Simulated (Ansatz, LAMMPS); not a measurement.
**Energy and forces of amorphous Hg33S25Se8 (66 atoms)**

Wanted: forces and levels of amorphous Hg33S25Se8 (66 atoms).

Calculated with Ansatz 0.2.0; Kohn-Sham DFT, LDA, PAW (set soft_2), plane waves.

## (1) Set-up

The cell holds 66 atoms: 33 Hg, 25 S and 8 Se. Its edges and angles: a = 12.034 Å, b = 12.034 Å, c = 12.034 Å, α = 90.0°, β = 90.0°, γ = 90.0°. 66 atoms (33 Hg, 25 S, 8 Se) placed at random at 7.67 g/cm³, melted at 2500 K for 10 ps at fixed volume with the Stillinger-Weber II-VI potential (Zhou et al., Phys. Rev. B 88, 085309 (2013)). Quenched from 2500 K to 500 K at 30 K/ps and fixed volume, held 5 ps, then minimised at fixed cell.

Limits known from the start: The quench rate of 30 K/ps is many orders above laboratory rates, so the cell is likely richer in defects and strain than a real sample. The network of bonds at the start is that of the classical potential that made the cell, and needn't be the one that DFT or experiment would give. Only the Γ point is sampled, in a cell whose shortest periodic width is 12 Å. No spin–orbit coupling is included, so levels derived from the heavy atoms are approximate.

## (2) Making the structure

A classical potential supplies the starting structure, since it reaches far longer times than DFT.

This step: classical MD, Stillinger-Weber II-VI potential (Zhou et al., Phys. Rev. B 88, 085309 (2013)) (LAMMPS 22 Jul 2025 - Update 4).

The input, in.lmp:

```
# melt-quench of Hg33S25Se8
units metal
atom_style atomic
boundary p p p
region box block 0 12.0340 0 12.0340 0 12.0340
create_box 3 box
mass 1 200.5920   # Hg
mass 2 32.0600   # S
mass 3 78.9710   # Se
create_atoms 1 random 33 699039 NULL overlap 2.14 maxtry 2000
create_atoms 2 random 25 699046 NULL overlap 2.14 maxtry 2000
create_atoms 3 random 8 699053 NULL overlap 2.14 maxtry 2000
pair_style sw
pair_coeff * * CdTeZnSeHgS0.sw Hg S Se
neigh_modify delay 0 every 1 check yes
thermo_style custom step time temp pe press density
thermo_modify norm yes
timestep 0.001
thermo 100
min_style cg
minimize 1e-4 1e-4 200 2000
reset_timestep 0
velocity all create 2500 699040 mom yes dist gaussian
fix lim all nve/limit 0.05
fix lan all langevin 2500 2500 0.1 699041 zero yes
thermo 500
run 1000 post no
unfix lim
unfix lan
thermo 1666
fix md all nvt temp 2500 2500 0.1
run 10000 post no
unfix md
thermo 6666
fix md all nvt temp 2500 500 0.1
run 66667 post no
unfix md
thermo 2500
fix md all nvt temp 500 500 0.1
run 5000 post no
unfix md
thermo 100
min_style cg
minimize 0 1e-3 2000 20000
write_dump all custom glass.dump id type xs ys zs modify sort id
```

Started as:

```bash
lmp -in in.lmp -log none -nocite
```

Output:

```text
LAMMPS (22 Jul 2025 - Update 4)
Created orthogonal box = (0 0 0) to (12.034 12.034 12.034)
Created 33 atoms
Created 25 atoms
Created 8 atoms
   Step          Time           Temp          PotEng         Press         Density
         0   0              0              0.54188634     415905.29      7.6730171
        54   0.054          0             -1.5691311     -3929.1341      7.6730171
Loop time of 0.0120735 s on 1 MPI rank(s) for 54 steps with 66 atoms
Minimization stats:
  Stopping criterion = energy tolerance
  Energy initial, next-to-last, final =
     0.541886335498442  -1.56900066676213  -1.56913110925386
  Force two-norm initial, final = 83.857476 0.36037248
  Iterations, force evaluations = 54 82
   Step          Time           Temp          PotEng         Press         Density
         0   0              2500          -1.5691311      8944.6757      7.6730171
       500   0.5            2286.926      -1.2787307      30445.269      7.6730171
[... 10 lines left out ...]
[... 1 line left out ...]
Loop time of 1.44683 s on 1 MPI rank(s) for 10000 steps with 66 atoms
   Step          Time           Temp          PotEng         Press         Density
[... 12 lines left out ...]
Loop time of 9.39267 s on 1 MPI rank(s) for 66667 steps with 66 atoms
   Step          Time           Temp          PotEng         Press         Density
[... 4 lines left out ...]
Loop time of 0.651156 s on 1 MPI rank(s) for 5000 steps with 66 atoms
   Step          Time           Temp          PotEng         Press         Density
     82667   82.667         500.129       -1.64869       -2663.9962      7.6730171
     82700   82.7           500.129       -1.7166655     -11943.983      7.6730171
     82800   82.8           500.129       -1.7216197     -9642.9539      7.6730171
     82884   82.884         500.129       -1.7238176     -7261.357       7.6730171
Loop time of 0.056307 s on 1 MPI rank(s) for 217 steps with 66 atoms
Minimization stats:
  Stopping criterion = force tolerance
  Energy initial, next-to-last, final =
      -1.6486900484041  -1.72381759831374   -1.7238175993608
  Force two-norm initial, final = 8.856995 0.00082748357
  Iterations, force evaluations = 217 433
```

The job ended after 12 s (1 thread of Arm Neoverse V1, shared host; peak memory 0.076 GiB).

## (3) Plane-wave single point

One self-consistent run at the given positions yields energy and forces.

The input, input.yaml:

```yaml
crystal:
  lattice:
    - [12.034, 0.0, 0.0]
    - [0.0, 12.034, 0.0]
    - [0.0, 0.0, 12.034]
  atoms:
    - { symbol: Hg, position: [0.98032, 0.53875, 0.38389] }
    - { symbol: Hg, position: [0.67744, 0.67329, 0.79565] }
    - { symbol: Hg, position: [0.55489, 0.6429, 0.45716] }
    - { symbol: Hg, position: [0.77004, 0.80949, 0.25405] }
    - { symbol: Hg, position: [0.20123, 0.73593, 0.50891] }
    - { symbol: Hg, position: [0.74083, 0.06024, 0.93331] }
    - { symbol: Hg, position: [0.94893, 0.31751, 0.745] }
    - { symbol: Hg, position: [0.11718, 0.29343, 0.43459] }
    - { symbol: Hg, position: [0.15256, 0.02563, 0.57105] }
    - { symbol: Hg, position: [0.52713, 0.83194, 0.9772] }
    - { symbol: Hg, position: [0.26536, 0.53129, 0.77722] }
    - { symbol: Hg, position: [0.32328, 0.53029, 0.06341] }
    - { symbol: Hg, position: [0.11547, 0.02084, 0.28233] }
    - { symbol: Hg, position: [0.04075, 0.43706, 0.05799] }
    - { symbol: Hg, position: [0.66611, 0.13186, 0.66429] }
    - { symbol: Hg, position: [0.18909, 0.9124, 0.85283] }
    - { symbol: Hg, position: [0.00715, 0.64798, 0.7777] }
    - { symbol: Hg, position: [0.4643, 0.02666, 0.39] }
    - { symbol: Hg, position: [0.01862, 0.09429, 0.03282] }
    - { symbol: Hg, position: [0.05464, 0.76307, 0.06232] }
    - { symbol: Hg, position: [0.71872, 0.35982, 0.9956] }
    - { symbol: Hg, position: [0.85034, 0.19241, 0.4272] }
    - { symbol: Hg, position: [0.67553, 0.12181, 0.21788] }
    - { symbol: Hg, position: [0.77872, 0.48504, 0.58114] }
    - { symbol: Hg, position: [0.39049, 0.07599, 0.04795] }
    - { symbol: Hg, position: [0.35831, 0.81242, 0.23072] }
    - { symbol: Hg, position: [0.53254, 0.4637, 0.7235] }
    - { symbol: Hg, position: [0.55022, 0.34434, 0.36918] }
    - { symbol: Hg, position: [0.47151, 0.92935, 0.64699] }
    - { symbol: Hg, position: [0.32134, 0.26256, 0.22606] }
    - { symbol: Hg, position: [0.36492, 0.2415, 0.56956] }
    - { symbol: Hg, position: [0.2591, 0.24585, 0.85511] }
    - { symbol: Hg, position: [0.87973, 0.84286, 0.55974] }
    - { symbol: S, position: [0.83265, 0.20094, 0.08883] }
    - { symbol: S, position: [0.84741, 0.67928, 0.92694] }
    - { symbol: S, position: [0.63046, 0.16167, 0.44807] }
    - { symbol: S, position: [0.83162, 0.50979, 0.10712] }
    - { symbol: S, position: [0.06, 0.27483, 0.92232] }
    - { symbol: S, position: [0.73537, 0.8711, 0.05058] }
    - { symbol: S, position: [0.65929, 0.62959, 0.26024] }
    - { symbol: S, position: [0.44182, 0.45808, 0.52214] }
    - { symbol: S, position: [0.19873, 0.43569, 0.22127] }
    - { symbol: S, position: [0.9556, 0.32899, 0.27266] }
    - { symbol: S, position: [0.2717, 0.13046, 0.39392] }
    - { symbol: S, position: [0.51756, 0.96801, 0.18071] }
    - { symbol: S, position: [0.63009, 0.88624, 0.77905] }
    - { symbol: S, position: [0.07762, 0.82554, 0.67519] }
    - { symbol: S, position: [0.20006, 0.35034, 0.6662] }
    - { symbol: S, position: [0.13759, 0.59556, 0.95282] }
    - { symbol: S, position: [0.20727, 0.52275, 0.45758] }
    - { symbol: S, position: [0.46953, 0.67549, 0.11603] }
    - { symbol: S, position: [0.96381, 0.92282, 0.91392] }
    - { symbol: S, position: [0.99107, 0.50261, 0.62228] }
    - { symbol: S, position: [0.95625, 0.70917, 0.24806] }
    - { symbol: S, position: [0.99308, 0.17302, 0.59207] }
    - { symbol: S, position: [0.7225, 0.69166, 0.58699] }
    - { symbol: S, position: [0.74823, 0.42834, 0.37789] }
    - { symbol: S, position: [0.84615, 0.0012, 0.70688] }
    - { symbol: Se, position: [0.31298, 0.05932, 0.73361] }
    - { symbol: Se, position: [0.40675, 0.80684, 0.46112] }
    - { symbol: Se, position: [0.7182, 0.33271, 0.76322] }
    - { symbol: Se, position: [0.21055, 0.93034, 0.09987] }
    - { symbol: Se, position: [0.53486, 0.28326, 0.12924] }
    - { symbol: Se, position: [0.42001, 0.39157, 0.9098] }
    - { symbol: Se, position: [0.53162, 0.14447, 0.87617] }
    - { symbol: Se, position: [0.04161, 0.84361, 0.39322] }
kpoints:
  mp_grid: { grid: [1, 1, 1] }
hamiltonian:
  xc: lda
scf:
  occupations: { method: fermi_dirac, width: 0.05 }
output:
  forces: true
  stress: true
  populations: true
  dos:
    method: { smearing: { sigma: 0.1 } }
    de: 0.1
    projected: { site_lists: { Hg: [Hg], S: [S], Se: [Se] } }
  eigenvalues: true
  write_density: true
  write_potential: true
  volumetric_format: npy
```

Started as:

```bash
ansatz run input.yaml --threads 8 --pin off --max-ram 15872MiB --backend cpu --events-out ev --progress --plain --runs-dir out
```

Output:

```text
Engine: ansatz 0.2.0, aarch64-unknown-linux-gnu
Pseudopotentials: kind: paw
Pseudopotential: Hg, paw, valence charge 20, recommended cutoff 420 eV (normal), Hg.paw.azcp
Pseudopotential: S, paw, valence charge 6, recommended cutoff 420 eV (normal), S.paw.azcp
Pseudopotential: Se, paw, valence charge 16, recommended cutoff 420 eV (normal), Se.paw.azcp
[... 3 lines on functional and potentials left out ...]
Crystal: 66 atoms, lattice volume = 1742.730 Å³
Basis set: ecut = 420 eV, 34049 PW (Γ)
Bands: 563, of which v1, the nominal top of the filled ones, is band 469 counted from 1 (468 counted from 0)
Symmetry: 1 space group operations
Space group: P1 (ITA 1), of the structure as read, at distance tolerance 1.2e-4 Å
k-points: 1
[... 10 lines on functional and potentials left out ...]
Initial density: superposition of atomic densities (neutral atoms: chi_scale 0, normalization atom), corrected by the library's trained network
Initial wavefunctions: pseudopotential atomic-orbital guess
Functional: x = slater, c = lda
SCF iter   1: F=—  HF=-511029.724469 eV  |F-HF|=—  |Δ(HF+E_count)|=         —  Δρ=7.97e-3  dr2=3.18e0  ethr=1.77e-3  ⟨swp⟩=5.0  Hψ=1835  notcnv=0  defer=43
preconditioner: auto → LDOS  [metal: Δε(μ)=0.081 eV  Ē_g=9.598 eV  σ=0.050 eV  W_gap=0.38  n_scr=460 (ndim 8)  ℏωp=21.7 eV  f_vac=0.105  D(μ)=24.18/eV (n_scr^D=122)  β→1.0]
SCF iter   2: F=—  HF=-511029.467782 eV  |F-HF|=—  |Δ(HF+E_count)|=   2.57e-1  Δρ=4.60e-3  dr2=8.45e-1  ethr=3.40e-4  ⟨swp⟩=3.0  Hψ=969  notcnv=0  defer=65
SCF iter   3: F=—  HF=-511029.346847 eV  |F-HF|=—  |Δ(HF+E_count)|=   1.21e-1  Δρ=1.43e-3  dr2=1.11e-1  ethr=9.01e-5  ⟨swp⟩=2.0  Hψ=797  notcnv=0  defer=65
SCF iter   4: F=—  HF=-511029.333523 eV  |F-HF|=—  |Δ(HF+E_count)|=   1.33e-2  Δρ=4.83e-4  dr2=1.37e-2  ethr=1.19e-5  ⟨swp⟩=3.0  Hψ=1020  notcnv=0  defer=65
SCF iter   5: F=—  HF=-511029.332248 eV  |F-HF|=—  |Δ(HF+E_count)|=   1.27e-3  Δρ=2.24e-4  dr2=2.26e-3  ethr=1.46e-6  ⟨swp⟩=2.0  Hψ=596  notcnv=0  defer=65
SCF iter   6: F=—  HF=-511029.331895 eV  |F-HF|=—  |Δ(HF+E_count)|=   3.53e-4  Δρ=9.32e-5  dr2=3.90e-4  ethr=2.41e-7  ⟨swp⟩=2.0  Hψ=760  notcnv=0  defer=65
SCF iter   7: F=—  HF=-511029.331880 eV  |F-HF|=—  |Δ(HF+E_count)|=   1.50e-5  Δρ=3.94e-5  dr2=6.20e-5  ethr=4.16e-8  ⟨swp⟩=2.0  Hψ=761  notcnv=0  defer=65
SCF iter   8: F=—  HF=-511029.337706 eV  |F-HF|=—  |Δ(HF+E_count)|=   5.83e-3  Δρ=1.92e-5  dr2=1.60e-5  ethr=6.61e-9  ⟨swp⟩=2.0  Hψ=827  notcnv=0  defer=65
SCF iter   9: F=—  HF=-511029.337704 eV  |F-HF|=—  |Δ(HF+E_count)|=   1.90e-6  Δρ=9.03e-6  dr2=3.40e-6  ethr=1.71e-9  ⟨swp⟩=2.0  Hψ=796  notcnv=0  defer=65
SCF iter  10: F=—  HF=-511029.337703 eV  |F-HF|=—  |Δ(HF+E_count)|=   4.46e-7  Δρ=4.06e-6  dr2=6.82e-7  ethr=3.63e-10  ⟨swp⟩=2.0  Hψ=796  notcnv=0  defer=65
SCF iter  11: F=—  HF=-511029.337703 eV  |F-HF|=—  |Δ(HF+E_count)|=   7.75e-8  Δρ=1.96e-6  dr2=1.76e-7  ethr=7.28e-11  ⟨swp⟩=2.0  Hψ=801  notcnv=0  defer=65
SCF iter  12: F=-511029.337703 eV  HF=-511029.337703 eV  |F-HF|=3.82e-8  |Δ(HF+E_count)|=   1.92e-8  Δρ=9.98e-7  dr2=4.39e-8  ethr=1.07e-11  ⟨swp⟩=14.0  Hψ=4129  notcnv=0
SCF 1 converged in 12 iterations: F = -511029.337703 eV  dr2 = 4.39e-8
  greatest PAW one-centre occupation: 1.000 electrons in one spin orbital (limit 2), on the Hg atom at site 4 (counted from 0), in its partial waves of l = 0
SCF converged after 12 iterations
Free energy (F): -511029.337703 eV
Harris-Foulkes:  -511029.337703 eV  (|F-HF|=3.82e-8)
Internal energy: -511029.091670 eV  (E = F + TS)
E sigma→0 (E₀):  -511029.214687 eV
Entropy (-TS):   -0.246033 eV (-3.728 meV/atom)
Fermi energy:    8.077420 eV
--- Per-component energies (eV) ---
  E_band       = -19848.477134
  E_kinetic    = 23441.275391
  E_local      = -141238.307787  (includes V_loc(G=0)·N_el)
  E_nonlocal   = -1279.584981
  E_hartree    = 61978.369569
  E_xc         = -10386.535045
  E_vxc        = -11530.511031  (∫ρ·V_xc dr)
  E_paw        = -347457.547854  (= ΣΔE_a)
  E_vpaw       = -13198.124411  (= ΣTr[D̂ρ^β])
  E_aug_tail   = 0.023135  (compensation charges beyond the density's cutoff)
  E_ewald      = -96127.363995
  E_core_change = 40.579897  (= ΣΔE_core)
  E_smearing   = -0.246033  (= −TS)
  E_closure    = 0.000000  (closes the sum)
  Σ components = -511029.337703   (vs F -511029.337703, Δ=0.00e0)
--- Forces (eV/Å), atoms counted from 1 ---
  atom   1  Hg     0.67777859    -0.64746496    -0.08349395
  atom   2  Hg     0.49533613     0.08321226     0.10969163
  atom   3  Hg     0.32326478    -0.26016166    -0.41959007
  atom   4  Hg    -0.50653439    -0.55185209    -1.01127011
  atom   5  Hg    -0.20390054    -0.71763200     0.45973376
  atom   6  Hg    -0.45900635    -0.14551055     0.38253855
  atom   7  Hg     0.10523967     0.11058183    -0.14157931
  atom   8  Hg    -0.49651686     0.41566905     0.12510260
  atom   9  Hg    -0.15605386    -0.36293059     0.20127092
  atom  10  Hg     0.75191423    -0.36992616    -0.10128958
  atom  11  Hg    -0.11743706    -0.97877493     0.00331548
  atom  12  Hg     0.00049551    -0.15263255     0.36998583
  atom  13  Hg     0.29394998     0.08633569     0.07704685
  atom  14  Hg    -0.59069366    -0.01625144     0.40793633
[...]
atom  65  Se     0.35785279    -0.25588136     0.31310554
  atom  66  Se    -0.78687148     0.11149688     0.10785203
  max |Σ_I F_I| component: 5.21e-5 eV/Å
--- Stress (GPa, compression-positive) ---
       -4.318947      -0.416123      -0.242783
       -0.416123      -4.123013       0.184285
       -0.242783       0.184285      -5.770730
  P = ⅓ Tr σ = -4.7376 GPa (-47.376 kbar)
--- Band table (eV) ---
  k-point 0: bands = ["-106.9763", "-106.9157", "-106.8531", "-106.8286", [... 547 levels ...], "14.1199", "14.2044", "14.2176", "14.2408", "14.3265", "14.3526", "14.4474", "14.4652", "14.4936", "14.6108", "14.6723", "14.6760"]
--- Löwdin populations: 66 sites ---
  site symbol       q [e]
     0     Hg     19.1072
     1     Hg     19.1251
     2     Hg     19.0123
[...]
65     Se     16.4759
  spilling = 0.007600 (of n_electrons = 938.000000)
```

The job ended after 27 s (8 threads of Arm Neoverse V1, shared host; peak memory 2.6 GiB).

Reading the cycles: dr2 is the Hartree energy of the density residual (eV), the measure of convergence; HF is the Harris–Foulkes estimate of the energy, which meets the free energy F at convergence.

Read from the output:

| Item | Value |
| --- | --- |
| free energy | -511029.3377 eV |
| free energy per atom | -7742.8688 eV/atom |
| SCF cycles | 12 |
| pressure | -4.738 GPa |
| r.m.s. force component | 0.42 eV/Å |
| longest force | 1.408 eV/Å |
| Fermi energy | 8.077 eV |
| levels partly filled by over 2 per cent | 6 |
| spilling of the projection | 0.0076 |

Length of the force by element:

```
element  coordination  atoms  mean length of the force (eV/Å)  spread  least  most
     Hg           all     33                            0.582   0.230  0.183  1.26
      S           all     25                            0.785   0.362  0.211  1.41
     Se           all      8                            0.603   0.226  0.353  1.09
```

Density of states as counts of states in windows of 1 eV (from the Fermi level), total and the larger projections:

```
from (eV)  to (eV)  total   Hg d   S p  Hg s  Se p   S s
      -14      -13   15.2    0.6   0.0   1.5   0.0   5.2
      -13      -12   36.4    1.8   0.4   2.0   0.1  26.4
      -12      -11   12.8    0.7   0.3   0.4   0.0  11.2
      -11       -8    0.0    0.0   0.0   0.0   0.0   0.0
       -8       -7   54.4   44.1   5.6   2.2   2.2   0.1
       -7       -6  262.7  244.5   9.6   3.5   3.0   1.3
       -6       -5   28.8   16.8   3.8   5.2   1.7   0.9
       -5       -4   36.4    7.3  11.1  12.0   3.9   1.4
       -4       -3   25.1    2.8  12.0   4.7   4.0   0.7
       -3       -2   42.4    3.9  25.1   2.3   8.6   0.5
       -2       -1   48.1    4.2  30.3   2.1   8.9   0.4
       -1        0   30.0    1.5  18.9   2.9   4.7   0.3
        0        1   27.3    0.6  12.6   7.8   3.4   0.3
        1        2   27.6    0.3   9.2  10.9   3.5   0.3
        2        3   13.9    0.1   3.7   5.0   1.5   0.1
        3        4   21.5    0.1   1.2   0.9   0.4   0.0
        4        5   34.5    0.1   1.4   0.8   0.4   0.0
```

Between -26 and -14 eV lie 2 more states.

The stored curve holds about 594 of the 938 electrons; the rest, give or take the few that broadening carries across the Fermi level, lie in deeper levels below its range.

The levels nearest the highest filled one (over half full), pooled over k-points and spins:

```
level less the highest filled one (eV)  occupation
                                -0.381        2.00
                                -0.309        2.00
                                -0.236        1.99
                                -0.162        1.94
                                -0.111        1.85
                                     0        1.14
                                0.0483       0.671
                                 0.101         0.3
                                 0.168       0.088
                                  0.26       0.015
                                 0.302       0.006
                                 0.317       0.005
```

Electrostatic potential energy in the bc plane at fractional x = 0.199, with atoms of Hg and S and Se within 0.2 Å of it. With pseudopotentials it is smooth inside the atoms' cores, unlike the true potential.

Values in eV, 13 rows by 16 columns, each cell a mean:
```
 11  12  11   9   9  12  13  12   7  -9   3  12  12   9   2   6
  8  12   9 -11 -15   8  12  11   8   6  10  12  11  -7 -31 -24
  9  11  10  -1  -3   9  11   5 -13   0  11  13  12   0 -22 -13
 10  10  12  12   5 -14  -5   7  -2   5  11  13  13  11  10  10
 -4   5  12  12   0 -25 -17  10  12  12  12  11  11  12  12   7
-31 -10  10  12  10   6   9  12  10  12   5 -17 -14   8  11  -7
 -1   6  10  10   6   8  11  -5 -22  -6  -2 -31 -29   3  11   7
 11   5   2   7   1   4  11  -3 -20  -3  10   0   2  10  12  12
  5   6   6  10  10  10  11  10  11  12  13  12  12  12  12   9
  0   7  11  11  11   9 -15 -18   7  13  13  13  12  12  11   7
  8  11  12  11  11   9 -16 -20   6  13  13  12  12  10   1   0
  3  12  12  12  12  13  11   9  11  12  12  12  11   4  -7  -7
  9  12  12  12  13  13  12  11  10   7  10  12  12   9  -3  -3
```
Columns run along b (12.0 Å; values clipped at the 3rd and 97th percentile), rows up along c (12.0 Å). Atoms in or near the plane, at fractional coordinates: Hg at (0.74, 0.51), Hg at (0.91, 0.85), S at (0.44, 0.22), S at (0.35, 0.67), S at (0.52, 0.46), Se at (0.93, 0.10).

Valence density in the bc plane at fractional x = 0.199, with atoms of Hg and S and Se within 0.2 Å of it. It is the smooth field of the valence electrons, not physical close to the nuclei.

Ten steps, logarithmic in the rise over the least value, from '0' (0 e/Å³) to '9' (23 e/Å³), each cell a mean:
```
0000000000000000012333210000011111
0000001122100000012332210000123432
1000012454210000011221100001257874
2000012455310000122211000001368875
1100011333210001244321000000246763
1110000111121111244421000000112221
1111000011333321223210000000000000
1111000012332331111000000000000001
3321000012333321000000000000000012
6653100001223210000000113321100124
6653100000111100111111246764100124
4432100001110012333322368985200012
1111111112221112332332257764100001
0112222122321112333321123331000000
0112222112211001223210000100000000
1122221101100001111000000000000001
2221110000001122210000000000000012
2221000000012333321000000000000012
1110000000112322321000000000000111
1100000000012333321000000000012222
2100000000001122210000000000125774
2100000000000001100000000000137996
2100000000000000011111000000124664
1000000000000000011222100000012221
```
Columns run along b (12.0 Å), rows up along c (12.0 Å). Atoms in or near the plane, at fractional coordinates: Hg at (0.74, 0.51), Hg at (0.91, 0.85), S at (0.44, 0.22), S at (0.35, 0.67), S at (0.52, 0.46), Se at (0.93, 0.10).

Within 0.4 eV of the Fermi level the largest share is S p (60 % of the projected weight).

[end of part 1 of 2]

[Logs are printed without paths, hosts, clocks, repeated set-up lines and the standing remarks that a program may print on its own settings, such as how far it seeks lower states.]

[Hosts, paths, dates, database ids (printed as entryN), source tags and the programs' standing remarks are cut or masked in the printed files.]
